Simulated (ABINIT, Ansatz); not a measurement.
# A GW run on Na3OBr (Pm-3m) in ABINIT, with inputs changed

What do changed inputs do to GW on Na3OBr (Pm-3m)?

Method: PBEsol and many-body steps on it, plane waves, in ABINIT 10.8.3.

## Step 1: Set-up

Symmetry: Pm-3m, No. 221, cubic system. The conventional cell has a = 4.533 Å, b = 4.533 Å, c = 4.533 Å, α = 90.00°, β = 90.00°, γ = 90.00°. Nearest to Na lie 2 O at 2.27 Å and 8 Na at 3.21 Å and 4 Br at 3.21 Å. Nearest to Br lie 12 Na at 3.21 Å. Nearest to O lie 6 Na at 2.27 Å. Farther neighbours and most contacts between anions are not listed.

The cell and positions are those that the Materials Project relaxed with its own functionals (PBE, PBE+U or r2SCAN), kept fixed.

## Step 2: Screening, 2×2×2 mesh, 81 bands, screening to 114.3 eV

This step: ABINIT 10.8.3; RPA screening on PBEsol, plane waves, norm-conserving pseudopotentials.

The RPA dielectric matrix is built and inverted for each q.

Contents of run.abi:

```
acell 3*1.0 Angstrom
rprim 
  4.533130000000 0.000000000000 0.000000000000
  0.000000000000 4.533130000000 0.000000000000
  0.000000000000 0.000000000000 4.533130000000
ntypat 3
znucl 11 35 8
natom 5
typat 1 1 1 2 3
xred 
  0.000000000000 0.500000000000 0.500000000000
  0.500000000000 0.000000000000 0.500000000000
  0.500000000000 0.500000000000 0.000000000000
  0.000000000000 0.000000000000 0.000000000000
  0.500000000000 0.500000000000 0.500000000000
pp_dirpath "pseudos"
pseudos "Na.upf, Br.upf, O.upf"
ecut 38
ngkpt 2 2 2
nshiftk 1
shiftk 0 0 0
kptopt 1
chksymbreak 0
istwfk *1
occopt 1
irdwfk 1
optdriver 3
nband 81
ecuteps 4.2
inclvkb 2
awtr 1
symchi 1
indata_prefix "in"
outdata_prefix "out"
tmpdata_prefix "tmp"
```

Run with:

```sh
$ OMP_NUM_THREADS=1 mpirun -n 4 abinit run.abi > log
```

Log:

```text
.Version 10.8.3 of ABINIT. v10.8.2 released Aug 2026.

 Symmetries : space group Pm -3 m (#221); Bravais cP (primitive cubic)
[... echo of the input left out ...]
== DATASET  1 ==================================================================
-   mpi_nproc: 4, omp_nthreads: 1 (-1 if OMP is not activated)

--- !DatasetInfo
iteration_state: {dtset: 1, }
dimensions: {natom: 5, nkpt: 4, mband: 81, nsppol: 1, nspinor: 1, nspden: 1, mpw: 7088, }
cutoff_energies: {ecut:  38.0, pawecutdg:  -1.0, }
electrons: {nelect:   4.00000000E+01, charge:   0.00000000E+00, occopt:   1.00000000E+00, tsmear:   1.00000000E-02, }

 SCREENING: Calculation of the susceptibility and dielectric matrices

 Based on a program developped by R.W. Godby, V. Olevano, G. Onida, and L. Reining.
 Incorporated in ABINIT by V. Olevano, G.-M. Rignanese, and M. Torrent.
.Using double precision arithmetic ; gwpc =  8

[... cell and pseudopotentials left out ...]
--------------------------------------------------------------------------------

 ==== K-mesh for the wavefunctions ====
 Number of points in the irreducible wedge :     4
[... list of points left out ...]
 Together with 48 symmetry operations and time-reversal symmetry
 yields     8 points in the full Brillouin Zone.

 ==== Q-mesh for the screening function ====
 Number of points in the irreducible wedge :     4
[... list of points left out ...]
 Together with 48 symmetry operations and time-reversal symmetry
 yields     8 points in the full Brillouin Zone.

 setmesh: FFT mesh size selected  =    32x   32x   32
          total number of points  =        32768

 vcoul_init : cutoff-mode = AUXILIARY_FUNCTION
 q-points for optical limit:   1
     1)      0.000010    0.000020    0.000030

- screening: taking advantage of time-reversal symmetry
- Maximum band index for partially occupied states nbvw = 20
- Remaining bands to be divided among processors   nbcw = 61
- Number of bands treated by each node ~15

 Number of electrons calculated from density =   40.0000; Expected =   40.0000
 average of density, n =  0.063631
 r_s =    1.5539
 omega_plasma =   24.3327 [eV]

 calculating chi0 at frequencies [eV] :
  1    0.000000E+00    0.000000E+00
  2    0.000000E+00    2.433268E+01

--------------------------------------------------------------------------------
  q-point number  1        q = ( 0.000000, 0.000000, 0.000000) [r.l.u.]
--------------------------------------------------------------------------------
[... chi0 elements left out ...]
 For q-point:  0.000010 0.000020 0.000030
  dielectric constant =   4.3663
  dielectric constant without local fields =   4.8423

  Average fulfillment of the sum rule on Im[epsilon] for q-point    1 :     35.52  [%]
[... wings left out ...]
  q-point number  2        q = ( 0.500000, 0.000000, 0.000000) [r.l.u.]
--------------------------------------------------------------------------------
[... chi0 elements left out ...]
  Average fulfillment of the sum rule on Im[epsilon] for q-point    2 :     41.52  [%]

 [... 2 further q-points ...]
```

Run time: 9.8 s. Hardware: 4 MPI ranks of Arm Neoverse V1, shared host; peak memory 0.8 GiB; 39 s of CPU time.

Numbers from this step:

* ε∞ with local fields, on this mesh, along the program's q direction: 4.366
* the same without local fields: 4.842
* plasma frequency: 24.33 eV
* plane waves in the screening matrix: 251

Local fields lower ε∞ by 10 %. On a Γ-centred mesh this coarse the value itself is usually too large, while a short band sum pulls it down.

## Step 3: Base

The self-energy is evaluated for the states that the input lists, and the levels follow from it, in one-shot runs by the linearised quasiparticle equation.

This step: G0W0 on PBEsol, plane waves, norm-conserving pseudopotentials.

Edit run.abi of step 2 so:

```diff
@@ -26,8 +26,15 @@
 irdwfk 1
-optdriver 3
+optdriver 4
 nband 81
+gwcalctyp 0
+ecutsigx 38
+symsigma 1
+nkptgw 1
+kptgw 
+  0.0000000000 0.0000000000 0.0000000000
+bdgw 
+  18 23
 ecuteps 4.2
-inclvkb 2
-awtr 1
-symchi 1
+irdscr 1
+ppmodel 1
 indata_prefix "in"
```

Log:

```text
.Version 10.8.3 of ABINIT. v10.8.2 released Aug 2026.

 Symmetries : space group Pm -3 m (#221); Bravais cP (primitive cubic)
[... echo of the input left out ...]
== DATASET  1 ==================================================================
-   mpi_nproc: 4, omp_nthreads: 1 (-1 if OMP is not activated)

--- !DatasetInfo
iteration_state: {dtset: 1, }
dimensions: {natom: 5, nkpt: 4, mband: 81, nsppol: 1, nspinor: 1, nspden: 1, mpw: 7088, }
cutoff_energies: {ecut:  38.0, pawecutdg:  -1.0, }
electrons: {nelect:   4.00000000E+01, charge:   0.00000000E+00, occopt:   1.00000000E+00, tsmear:   1.00000000E-02, }

 SIGMA: Calculation of the GW corrections

 Based on a program developped by R.W. Godby, V. Olevano, G. Onida, and L. Reining.
 Incorporated in ABINIT by V. Olevano, G.-M. Rignanese, and M. Torrent.
.Using double precision arithmetic ; gwpc =  8

[... cell and pseudopotentials left out ...]
--------------------------------------------------------------------------------

 ==== K-mesh for the wavefunctions ====
 Number of points in the irreducible wedge :     4
[... list of points left out ...]
 Together with 48 symmetry operations and time-reversal symmetry
 yields     8 points in the full Brillouin Zone.

 ==== Q-mesh for screening function ====
 Number of points in the irreducible wedge :     4
[... list of points left out ...]
 Together with 48 symmetry operations and time-reversal symmetry
 yields     8 points in the full Brillouin Zone.

 vcoul_init : cutoff-mode = AUXILIARY_FUNCTION
 q-points for optical limit:   1
     1)      0.000010    0.000020    0.000030
 setmesh: FFT mesh size selected  =    48x   48x   48
          total number of points  =       110592

 Number of electrons calculated from density =   40.0000; Expected =   40.0000
 average of density, n =  0.063631
 r_s =    1.5539
 omega_plasma =   24.3327 [eV]

 === KS Band Gaps ===
  >>>> For spin  1
   Minimum direct gap =   1.9597 [eV], located at k-point      :   0.0000  0.0000  0.0000
   Fundamental gap    =   1.9597 [eV], Top of valence bands at :   0.0000  0.0000  0.0000
                                       Bottom of conduction at :   0.0000  0.0000  0.0000
 SIGMA fundamental parameters:
 PLASMON POLE MODEL  1
 number of plane-waves for SigmaX                 7075
 number of plane-waves for SigmaC and W            251
 number of plane-waves for wavefunctions          7075
 number of bands                                    81
 number of independent spin polarizations            1
 number of spinorial components                      1
 number of k-points in IBZ                           4
 number of q-points in IBZ                           4
 number of symmetry operations                      48
 number of k-points in BZ                            8
 number of q-points in BZ                            8
 number of frequencies for dSigma/dE                 9
 frequency step for dSigma/dE [eV]                0.25
 number of omega for Sigma on real axis              0
 max omega for Sigma on real axis  [eV]           0.00
 zcut for avoiding poles [eV]                     0.10

 EPSILON^-1 parameters (SCR file):
 dimension of the eps^-1 matrix on file            251
 dimension of the eps^-1 matrix used               251
 number of plane-waves for wavefunctions          7075
 number of bands                                    81
 number of q-points in IBZ                           4
 number of frequencies                               2
 number of real frequencies                          1
 number of imag frequencies                          1

 matrix elements of self-energy operator (all in [eV])

 Perturbative Calculation

--- !SelfEnergy_ee
iteration_state: {dtset: 1, }
kpoint     : [   0.000,    0.000,    0.000, ]
spin       : 1
KS_gap     :    1.960
QP_gap     :    3.260
Delta_QP_KS:    1.300
data: !SigmaeeData |
     Band     E0 <VxcDFT>   SigX SigC(E0)      Z dSigC/dE  Sig(E)    E-E0       E
       18   1.551 -17.848 -23.042   4.605   0.740  -0.351 -18.284  -0.436   1.115
       19   1.551 -17.848 -23.042   4.605   0.740  -0.351 -18.284  -0.436   1.115
       20   1.551 -17.848 -23.042   4.605   0.740  -0.351 -18.284  -0.436   1.115
       21   3.511  -8.394  -4.327  -3.029   0.833  -0.201  -7.530   0.864   4.375
       22   6.438  -7.179  -2.942  -3.235   0.836  -0.196  -6.341   0.838   7.276
       23   6.438  -7.179  -2.942  -3.235   0.836  -0.196  -6.341   0.838   7.276

== END DATASET(S) ==============================================================
================================================================================

 -outvars: echo values of variables after computation  --------
           etotal      0.0000000000E+00
            nband          81
             nkpt           4
          spgroup         221
 [... the other variables as echoed above ...]

 Calculation completed.
```

Wall time 4.9 s (4 MPI ranks); peak memory 0.8 GiB.

This step gave:

* G0W0 gap on the points computed: 3.26 eV
* starting gap on the mesh: 1.960 eV
* k of the valence top: 0, 0, 0
* k of the conduction bottom: 0, 0, 0
* Z at the valence top: 0.74
* Z at the conduction bottom: 0.833
* least direct G0W0 gap on the computed points: 3.26 eV

The gap on the mesh goes from 1.96 eV to 3.26 eV, a correction of +1.30 eV.

## Step 4: Scissors in G

Edit run.abi of step 3 so:

```diff
@@ -39,2 +39,3 @@
 ppmodel 1
+mbpt_sciss 0.5 eV
 indata_prefix "in"
```

Log:

```text
.Version 10.8.3 of ABINIT. v10.8.2 released Aug 2026.

 Symmetries : space group Pm -3 m (#221); Bravais cP (primitive cubic)
[... echo of the input left out ...]
== DATASET  1 ==================================================================
-   mpi_nproc: 4, omp_nthreads: 1 (-1 if OMP is not activated)

--- !DatasetInfo
iteration_state: {dtset: 1, }
dimensions: {natom: 5, nkpt: 4, mband: 81, nsppol: 1, nspinor: 1, nspden: 1, mpw: 7088, }
cutoff_energies: {ecut:  38.0, pawecutdg:  -1.0, }
electrons: {nelect:   4.00000000E+01, charge:   0.00000000E+00, occopt:   1.00000000E+00, tsmear:   1.00000000E-02, }

 SIGMA: Calculation of the GW corrections

 Based on a program developped by R.W. Godby, V. Olevano, G. Onida, and L. Reining.
 Incorporated in ABINIT by V. Olevano, G.-M. Rignanese, and M. Torrent.
.Using double precision arithmetic ; gwpc =  8

[... cell and pseudopotentials left out ...]
--------------------------------------------------------------------------------

 ==== K-mesh for the wavefunctions ====
 Number of points in the irreducible wedge :     4
[... list of points left out ...]
 Together with 48 symmetry operations and time-reversal symmetry
 yields     8 points in the full Brillouin Zone.

 ==== Q-mesh for screening function ====
 Number of points in the irreducible wedge :     4
[... list of points left out ...]
 Together with 48 symmetry operations and time-reversal symmetry
 yields     8 points in the full Brillouin Zone.

 vcoul_init : cutoff-mode = AUXILIARY_FUNCTION
 q-points for optical limit:   1
     1)      0.000010    0.000020    0.000030
 setmesh: FFT mesh size selected  =    48x   48x   48
          total number of points  =       110592

 Number of electrons calculated from density =   40.0000; Expected =   40.0000
[...]
number of q-points in BZ                            8
 number of frequencies for dSigma/dE                 9
 frequency step for dSigma/dE [eV]                0.25
 number of omega for Sigma on real axis              0
 max omega for Sigma on real axis  [eV]           0.00
 zcut for avoiding poles [eV]                     0.10
 scissor energy [eV]                              0.50

 EPSILON^-1 parameters (SCR file):
 dimension of the eps^-1 matrix on file            251
 dimension of the eps^-1 matrix used               251
 number of plane-waves for wavefunctions          7075
 number of bands                                    81
 number of q-points in IBZ                           4
 number of frequencies                               2
 number of real frequencies                          1
 number of imag frequencies                          1

 matrix elements of self-energy operator (all in [eV])

 Perturbative Calculation

--- !SelfEnergy_ee
iteration_state: {dtset: 1, }
kpoint     : [   0.000,    0.000,    0.000, ]
spin       : 1
KS_gap     :    1.960
QP_gap     :    3.323
Delta_QP_KS:    1.363
data: !SigmaeeData |
     Band     E0 <VxcDFT>   SigX SigC(E0)      Z dSigC/dE  Sig(E)    E-E0       E
       18   1.551 -17.848 -23.042   4.623   0.741  -0.350 -18.271  -0.423   1.128
       19   1.551 -17.848 -23.042   4.623   0.741  -0.350 -18.271  -0.423   1.128
       20   1.551 -17.848 -23.042   4.623   0.741  -0.350 -18.271  -0.423   1.128
       21   3.511  -8.394  -4.327  -3.040   0.833  -0.200  -7.455   0.939   4.450
       22   6.438  -7.179  -2.942  -3.242   0.837  -0.195  -6.264   0.915   7.353
       23   6.438  -7.179  -2.942  -3.242   0.837  -0.195  -6.264   0.915   7.353

== END DATASET(S) ==============================================================
================================================================================

 -outvars: echo values of variables after computation  --------
           etotal      0.0000000000E+00
            nband          81
             nkpt           4
          spgroup         221
 [... the other variables as echoed above ...]

 Calculation completed.
```

Elapsed: 4.9 s, on 4 MPI ranks; peak memory 0.8 GiB.

This step gave:

```
G0W0 gap on the points computed              : 3.322 eV
starting gap on the mesh                     : 1.960 eV
k of the valence top                         : 0, 0, 0
k of the conduction bottom                   : 0, 0, 0
Z at the valence top                         : 0.741
Z at the conduction bottom                   : 0.833
least direct G0W0 gap on the computed points : 3.322 eV
```

## Step 5: Another k mesh than the file's

Edit run.abi of step 4 so:

```diff
@@ -18,3 +18,3 @@
 ecut 38
-ngkpt 2 2 2
+ngkpt 3 3 3
 nshiftk 1
@@ -39,3 +39,2 @@
 ppmodel 1
-mbpt_sciss 0.5 eV
 indata_prefix "in"
```

Log:

```text
.Version 10.8.3 of ABINIT. v10.8.2 released Aug 2026.

 Symmetries : space group Pm -3 m (#221); Bravais cP (primitive cubic)
================================================================================
 Values of the parameters that define the memory need of the present run
     intxc =       0    ionmov =       0      iscf =       7    lmnmax =       6
     lnmax =       6     mgfft =      48  mpssoang =       3    mqgrid =    3001
     natom =       5  nloc_mem =       1    nspden =       1   nspinor =       1
    nsppol =       1      nsym =      48    n1xccc =    2501    ntypat =       3
    occopt =       1   xclevel =       2
-    mband =          81        mffmem =           1         mkmem =           1
       mpw =        7075          nfft =      110592          nkpt =           4
================================================================================
  Rough estimation (10% accuracy) of disk space for files :
================================================================================

--------------------------------------------------------------------------------
------------- Echo of variables that govern the present computation ------------
--------------------------------------------------------------------------------
 -outvars: echo values of preprocessed input variables --------
            acell      1.8897261259E+00  1.8897261259E+00  1.8897261259E+00 Bohr

             bdgw          18      23
      chksymbreak           0
             ecut      3.80000000E+01 Hartree
          ecuteps      4.20000000E+00 Hartree
         ecutsigx      3.80000000E+01 Hartree
          ecutwfn      3.80000000E+01 Hartree
-          fftalg         312
           irdscr           1
           irdwfk           1

              ixc     -116133
[...]
R(1)=  8.5663742  0.0000000  0.0000000  G(1)=  0.1167355  0.0000000  0.0000000
 R(2)=  0.0000000  8.5663742  0.0000000  G(2)=  0.0000000  0.1167355  0.0000000
 R(3)=  0.0000000  0.0000000  8.5663742  G(3)=  0.0000000  0.0000000  0.1167355
 Unit cell volume ucvol=  6.2862424E+02 bohr^3
 Angles (23,13,12)=  9.00000000E+01  9.00000000E+01  9.00000000E+01 degrees

--- Pseudopotential description ------------------------------------------------
- Na Generated using ONCVPSP code by D. R. Hamann
- 11.00000   9.00000  180301                  znucl, zion, pspdat
12 -116133 1 -1 2016                          pspcod,pspxc,lmax,lloc,mmax
     nproj     2     2     0
  pspatm : epsatm=    9.32918808
         --- l  ekb(1:nproj) -->
[...]
pspatm: atomic psp has been read  and splines computed

- Br Generated using ONCVPSP code by D. R. Hamann
- 35.00000   7.00000  180301                  znucl, zion, pspdat
12 -116133 2 -1 1098                          pspcod,pspxc,lmax,lloc,mmax
     nproj     2     2     2
  pspatm : epsatm=   10.94932683
         --- l  ekb(1:nproj) -->
[...]
pspatm: atomic psp has been read  and splines computed

- O Generated using ONCVPSP code by D. R. Hamann
-  8.00000   6.00000  180301                  znucl, zion, pspdat
12 -116133 2 -1 936                           pspcod,pspxc,lmax,lloc,mmax
     nproj     2     2     1
  pspatm : epsatm=    6.22910120
         --- l  ekb(1:nproj) -->
             0    6.050032    0.820363
             1   -4.739617   -1.153841
             2   -1.335834
 pspatm: atomic psp has been read  and splines computed

   1.80663969E+03                                ecore*ucvol(ha*bohr**3)
--------------------------------------------------------------------------------

--- !ERROR
message: |
    hdr%kptrlatt_orig: [2, 0, 0, 0, 2, 0, 0, 0, 2]
    dtset%kptrlatt_orig: [3, 0, 0, 0, 3, 0, 0, 0, 3]

--- !ERROR
message: |
    hdr%kptrlatt_orig: [2, 0, 0, 0, 2, 0, 0, 0, 2]
    dtset%kptrlatt_orig: [3, 0, 0, 0, 3, 0, 0, 0, 3]

--- from the log ---
hdr%kptrlatt_orig: [2, 0, 0, 0, 2, 0, 0, 0, 2]
    dtset%kptrlatt_orig: [3, 0, 0, 0, 3, 0, 0, 0, 3]
```

Elapsed: 2.3 s, on 4 MPI ranks; peak memory 0.06 GiB; 6.9 s of CPU time.

The run stopped with an error after 2.3 s.

The program's words: hdr%kptrlatt_orig: [2, 0, 0, 0, 2, 0, 0, 0, 2] dtset%kptrlatt_orig: [3, 0, 0, 0, 3, 0, 0, 0, 3]

The fault put into this input: another k mesh than the file's.

## Step 6: The runs together

Times are wall times on 4 MPI ranks of Arm Neoverse V1, shared host, good to a factor of about two. A run's time includes the screening step that it read.

| run | mesh | bands | screening cutoff (eV) | DFT gap (eV) | gap on the mesh (eV) | direct (eV) | ε∞ used | time |
| --- | --- | --- | --- | --- | --- | --- | --- | --- |
| base | 2×2×2 | 81 | 114.3 | 1.960 | 3.260 | 3.260 | 4.37 | 15 s |
| scissors in G | 2×2×2 | 81 | 114.3 | 1.960 | 3.322 | 3.322 | 4.37 | 15 s |

## Step 7: What came out

```yaml
base: 3.260 eV
scissors_in_g: 3.322 eV
known_limits: not at the basis limit; no spin-orbit coupling; coarse k mesh
```

What this shows: Scissors in G: +0.062 eV against base (keys changed: mbpt_sciss). Bands and cutoff are finite, so the gap is not at the basis limit. The miss can reach some tenths of an eV and take either sign; the mesh is an error of its own. In the first G0W0 run levels were corrected at 1 k point alone, so a gap called «on the mesh» is the least over those, and an edge elsewhere would be missed. The 2×2×2 mesh is coarse for this cell, which bears on the long-range parts of exchange and screening. The many-body steps are scalar-relativistic: spin-orbit coupling is not in them.

[Paths, hosts, dates, memory and timing lines, banners, echoed tables and standing remarks are left out of the program output.]

[Logs are printed without paths, hosts, clocks, repeated set-up lines and the standing remarks that a program may print on its own settings, such as how far it seeks lower states.]

[Runs of the session that timed out or met a known fault of the program may be left out.]

[No measured gap is set beside runs whose start may be inverted or whose files or cutoffs have a known fault.]

[Hosts, paths, dates, database ids (printed as entryN), source tags and the programs' standing remarks are cut or masked in the printed files.]

[G0W0 gaps are taken among the corrected bands and points alone; a level outside them can change the order at an edge.]

[Where Ansatz stands beside ABINIT at settings called matched, ABINIT's density can come from a denser mesh and the files from another edition; pairs whose starting gaps differed by over 0.03 eV were left out, so agreement reads better than it is.]
